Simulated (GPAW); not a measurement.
**A GW chain in GPAW: Si2MoN4 (MoSi2N4-type monolayer)**

Wanted: ground state, empty states, screening and self-energy for Si2MoN4 (MoSi2N4-type monolayer).

Main program and level: GPAW 26.7.0; LDA and many-body steps on it, plane waves.

This is a report of a sequence of runs, with most program output left out.

## (1) The structure

The cell holds 7 atoms: 1 Mo, 4 N and 2 Si. Cell: a = 2.909 Å, b = 2.909 Å, c = 17.900 Å, α = 90.0°, β = 90.0°, γ = 120.0°. Vacuum lies along c.

The start is a generated structure, not a measured one.

## (2) Relaxation

This step: GPAW 26.7.0; DFT, LDA, plane waves, PAW.

A relaxation at this level of theory: leftover forces would pass straight into the levels.

The input, run.py:

```python
import json
import numpy as np
from gpaw.mpi import world
from ase import Atoms
from ase.constraints import FixSymmetry
from ase.filters import FrechetCellFilter
from ase.optimize import BFGS
from gpaw import GPAW, PW, FermiDirac

atoms = Atoms(['Mo', 'N', 'N', 'Si', 'Si', 'N', 'N'],
    cell=[[2.9094724000, 0.0000000000, 0.0000000000],
      [-1.4547362000, 2.5196770100, 0.0000000000],
      [0.0000000000, 0.0000000000, 17.9000000000]],
    scaled_positions=[[0.0000000000, 0.0000000000, 0.5000000000],
      [0.3333333333, 0.6666666667, 0.5778577430],
      [0.3333333333, 0.6666666667, 0.4221422570],
      [0.3333333333, 0.6666666667, 0.6738018771],
      [0.3333333333, 0.6666666667, 0.3261981229],
      [0.6666666667, 0.3333333333, 0.6937723783],
      [0.6666666667, 0.3333333333, 0.3062276217]],
    pbc=(True, True, False))
atoms.set_constraint(FixSymmetry(atoms))
atoms.calc = GPAW(mode=PW(700),
    xc='LDA',
    kpts={'size': (9, 9, 1), 'gamma': True},
    occupations=FermiDirac(0.02),
    convergence={'density': 1e-5},
    txt='relax.txt')
steps = []
opt = BFGS(FrechetCellFilter(atoms, mask=[1, 1, 0, 0, 0, 1]), logfile='bfgs.log')
opt.attach(lambda: steps.append([atoms.get_potential_energy(), atoms.cell[:], atoms.positions.copy(), atoms.get_forces()]))
converged = opt.run(fmax=0.03, steps=50)
res = {'converged': bool(converged), 'steps': steps, 'cell': atoms.cell[:], 'frac': atoms.get_scaled_positions()}

if world.rank == 0:
    with open('result.json', 'w') as f:
        json.dump(res, f, default=lambda x: x.tolist())
```

The run is started by

```
$ mpirun -n 8 gpaw python run.py
```

Elapsed: 2 min, on 8 MPI ranks of Intel Xeon Platinum 8375C at 2.90GHz (Ice Lake), shared host; peak memory 2.1 GiB.

The steps of the relaxation:

| step | energy less that of the first step (eV) | largest force (eV/Å) |
| --- | --- | --- |
| 1 | 0.0000 | 4.3016 |
| 2 | -0.6020 | 2.2604 |
| 3 | -0.9958 | 0.6448 |
| 4 | -1.0183 | 0.5555 |
| 5 | -1.0766 | 0.5618 |
| 6 | -1.0808 | 0.2080 |
| 7 | -1.0809 | 0.0478 |
| 8 | -1.0814 | 0.0420 |
| 9 | -1.0853 | 0.0664 |
| 10 | -1.0864 | 0.0319 |
| 11 | -1.0867 | 0.0029 |

The atoms that moved most (Å):

| atom | dx | dy | dz | length |
| --- | --- | --- | --- | --- |
| N2 | 0.000 | 0.000 | -0.169 | 0.169 |
| N3 | 0.000 | 0.000 | 0.169 | 0.169 |
| Si4 | 0.000 | 0.000 | -0.151 | 0.151 |
| Si5 | 0.000 | 0.000 | 0.151 | 0.151 |

## (3) Ground state

The ground-state density comes first.

The input, run.py:

```python
import json
import numpy as np
from gpaw.mpi import world
from ase import Atoms
from gpaw import GPAW, PW, FermiDirac

atoms = Atoms(['Mo', 'N', 'N', 'Si', 'Si', 'N', 'N'],
    cell=[[2.8663392189, 0.0000000000, 0.0000000000],
      [-1.4331696094, 2.4823225794, 0.0000000000],
      [0.0000000000, 0.0000000000, 17.9000000000]],
    scaled_positions=[[0.0000000000, 0.0000000000, 0.5000000000],
      [0.3333333333, 0.6666666667, 0.5684351220],
      [0.3333333333, 0.6666666667, 0.4315648780],
      [0.3333333333, 0.6666666667, 0.6653937866],
      [0.3333333333, 0.6666666667, 0.3346062134],
      [0.6666666667, 0.3333333333, 0.6937060245],
      [0.6666666667, 0.3333333333, 0.3062939755]],
    pbc=(True, True, False))
calc = GPAW(mode=PW(600),
    xc='LDA',
    kpts={'size': (12, 12, 1), 'gamma': True},
    occupations=FermiDirac(0.001),
    nbands=-9,
    convergence={'density': 1e-6, 'bands': -3},
    maxiter=100,
    txt='gs.txt')
atoms.calc = calc
res = {'energy': atoms.get_potential_energy()}
kpts = calc.get_ibz_k_points()
res['kpts'] = kpts
res['eigenvalues'] = [calc.get_eigenvalues(kpt=k) for k in range(len(kpts))]
res['n_electrons'] = calc.get_number_of_electrons()
calc.write('gs.gpw')

if world.rank == 0:
    with open('result.json', 'w') as f:
        json.dump(res, f, default=lambda x: x.tolist())
```

The run is started by

```
$ mpirun -n 8 gpaw python run.py
```

The job ended after 24 s (8 MPI ranks; peak memory 1.5 GiB; 3.2 min of CPU time).

This step gave:

| Property | Result |
| --- | --- |
| total energy | -68.1455 eV |
| gap | 1.756 eV |
| k of the valence top | 0, 0, 0 |
| k of the conduction bottom | 0.3333, 0.3333, 0 |
| least direct gap | 2.161 eV |

The gap is indirect, with the least direct gap 0.40 eV higher.

## (4) Empty states on the mesh, 9×9×1 mesh, 216 bands

The sums over transitions need many empty states on a uniform mesh; this step solves for them.

The input, run.py:

```python
import json
import numpy as np
from gpaw.mpi import world
from gpaw import GPAW

calc = GPAW('gs.gpw').fixed_density(kpts={'size': (9, 9, 1), 'gamma': True},
    nbands=252,
    convergence={'bands': 216},
    txt='nscf.txt')
calc.write('full.gpw', mode='all')
res = {}
kpts = calc.get_ibz_k_points()
res['kpts'] = kpts
res['eigenvalues'] = [calc.get_eigenvalues(kpt=k) for k in range(len(kpts))]
res['n_electrons'] = calc.get_number_of_electrons()

if world.rank == 0:
    with open('result.json', 'w') as f:
        json.dump(res, f, default=lambda x: x.tolist())
```

The run is started by

```
$ mpirun -n 8 gpaw python run.py
```

Run time: 2.2 min. Hardware: 8 MPI ranks; peak memory 1.9 GiB.

This step gave:

- gap: 1.756 eV
- k of the valence top: 0, 0, 0
- k of the conduction bottom: 0.3333, 0.3333, 0
- least direct gap: 2.161 eV
- k points computed: 12
- lowest point of the top converged band, above the valence top: 69.9049 eV

On this mesh the gap is 1.756 eV.

## (5) Screening and self-energy, 9×9×1 mesh, 96 bands, screening to 48 eV

G0W0 replaces the xc potential by the self-energy, built once from these orbitals. Only a window of levels is corrected, while the sums run over the empty bands that the input names.

This step: G0W0 on LDA, plane waves, PAW.

The input, run.py:

```python
import json
import numpy as np
from gpaw.mpi import world
from gpaw.response.g0w0 import G0W0

gw = G0W0('full.gpw',
    filename='gw',
    kpts=[0, 6],
    bands=(19, 23),
    ecut=48,
    nbands=96,
    truncation='2D',
    integrate_gamma='sphere',
    q0_correction=True,
    frequencies={'type': 'nonlinear', 'domega0': 0.15, 'omega2': 15.0},
    eta=0.1,
    nblocksmax=True)
gw.calculate()
res = {mode: {k: v for k, v in r.items() if k != 'sigma_eskwn'}
       for mode, r in gw.all_results.items()}

if world.rank == 0:
    with open('result.json', 'w') as f:
        json.dump(res, f, default=lambda x: x.tolist())
```

The run is started by

```
$ mpirun -n 8 gpaw python run.py
```

Elapsed: 4.9 min, on 8 MPI ranks; peak memory 3.9 GiB; 39 min of CPU time.

This step gave:

```
G0W0 gap on the points computed              : 2.905 eV
least direct G0W0 gap on the computed points : 3.210 eV
Z at the valence top                         : 0.7754
Z at the conduction bottom                   : 0.7716
starting gap on the mesh                     : 1.756 eV
k of the valence top                         : 0, 0, 0
k of the conduction bottom                   : 0.3333, 0.3333, 0
```

The gap on the mesh goes from 1.76 eV to 2.90 eV, a correction of +1.15 eV.

Limits: finite bands, cutoff and mesh; no spin-orbit coupling. v1 is the top filled band, c1 the lowest empty one. The levels before and after the correction (eV, zero at the valence-band top of each column):

|  | conduction bottom | valence top |
| --- | --- | --- |
| Kohn-Sham | 1.76 | 0.00 |
| G0W0 | 2.90 | 0.00 |

|  | level | energy (eV) |
| --- | --- | --- |
| Kohn-Sham | Γ v2 | -2.453 |
| Kohn-Sham | Γ v1 | 0.000 |
| Kohn-Sham | Γ c1-c2 | 2.877 |
| Kohn-Sham | (0.333 0.333 0) v2 | -2.337 |
| Kohn-Sham | (0.333 0.333 0) v1 | -0.405 |
| Kohn-Sham | (0.333 0.333 0) c1 | 1.756 |
| Kohn-Sham | (0.333 0.333 0) c2 | 4.242 |
| G0W0 | Γ v2 | -3.199 |
| G0W0 | Γ v1 | 0.000 |
| G0W0 | Γ c1-c2 | 4.046 |
| G0W0 | (0.333 0.333 0) v2 | -3.231 |
| G0W0 | (0.333 0.333 0) v1 | -0.305 |
| G0W0 | (0.333 0.333 0) c1 | 2.905 |
| G0W0 | (0.333 0.333 0) c2 | 5.441 |

## (6) Where the time went

Times are wall times on 8 MPI ranks of Intel Xeon Platinum 8375C at 2.90GHz (Ice Lake), shared host, good to a factor of about two.

| step | time | share | memory (GiB) |
| --- | --- | --- | --- |
| relaxation | 2 min | 21 % | 2.1 |
| ground state | 24 s | 4 % | 1.5 |
| empty states on the mesh | 2.2 min | 23 % | 1.9 |
| screening and self-energy | 4.9 min | 52 % | 3.9 |

## (7) Results

| Quantity | Value |
| --- | --- |
| LDA gap | 1.76 eV, indirect |
| G0W0 gap on the mesh | 2.90 eV |
| GW settings | 9×9×1 mesh, 96 bands, screening to 48 eV, full frequency, Hilbert transform |
| known limits | not at the basis limit; no spin-orbit coupling |

G0W0 moves the gap on the mesh from 1.76 eV to 2.90 eV (+1.15 eV), with Z of 0.78 and 0.77 at the edges. Only 2 of the mesh's irreducible points were corrected, so a valley elsewhere could overtake. The dearest step here is «screening and self-energy». Bands and cutoff are finite, so the gap is not at the basis limit. The miss can reach some tenths of an eV and take either sign; the mesh is an error of its own. These stock PAW sets were not made for GW. In the G0W0 run levels were corrected at 2 k points alone, so a gap called «on the mesh» is the least over those, and an edge elsewhere would be missed. The many-body steps are scalar-relativistic: spin-orbit coupling is not in them.

[Paths, hosts, dates, memory and timing lines, banners, echoed tables and standing remarks are left out of the program output.]

[Logs are printed without paths, hosts, clocks, repeated set-up lines and the standing remarks that a program may print on its own settings, such as how far it seeks lower states.]

[Runs of the session that timed out or met a known fault of the program may be left out.]

[Hosts, paths, dates, database ids (printed as entryN), source tags and the programs' standing remarks are cut or masked in the printed files.]
